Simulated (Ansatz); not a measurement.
In doubt: masses and optical values from hybrid runs of this build are listed as unsure, which bears on the screening that GW takes from such a start.

Rows from a G0W0 calculation on Bi2B3As (ordered alloy, started on the zincblende lattice) (P3m1) (Ansatz 0.2.0; G0W0 on HSE06, plane waves, PAW; 6×6×2 mesh, 219 empty bands, screening to 91 eV), in eV. Spin-orbit coupling is left out.

```csv
row,k,band,start,Σx,Σc at the solution,Vxc
A,Γ,c2,12.281,-11.012,-3.997,-15.150
B,Γ,v1,10.469,-15.234,0.635,-14.613
C,Γ,c1,10.910,-10.098,-3.617,-13.827
```

Give the quasiparticle energies and the shift of each level.

The quasiparticle equation reads E = start + Σx + Σc(E) − Vxc.

```csv
row,E (eV),shift (eV)
A,12.422,+0.141
B,10.484,+0.015
C,11.023,+0.113
```

Limits: not at the basis limit; no spin-orbit coupling; coarse k mesh.

[Paths, hosts, dates, memory and timing lines, banners, echoed tables and standing remarks are left out of the program output.]

[Logs are printed without paths, hosts, clocks, repeated set-up lines and the standing remarks that a program may print on its own settings, such as how far it seeks lower states.]

[Runs of the session that timed out or met a known fault of the program may be left out.]

[Cells called generated may have been cut or substituted from an entry of the Crystallography Open Database or the Materials Project.]

[Hosts, paths, dates, database ids (printed as entryN), source tags and the programs' standing remarks are cut or masked in the printed files.]
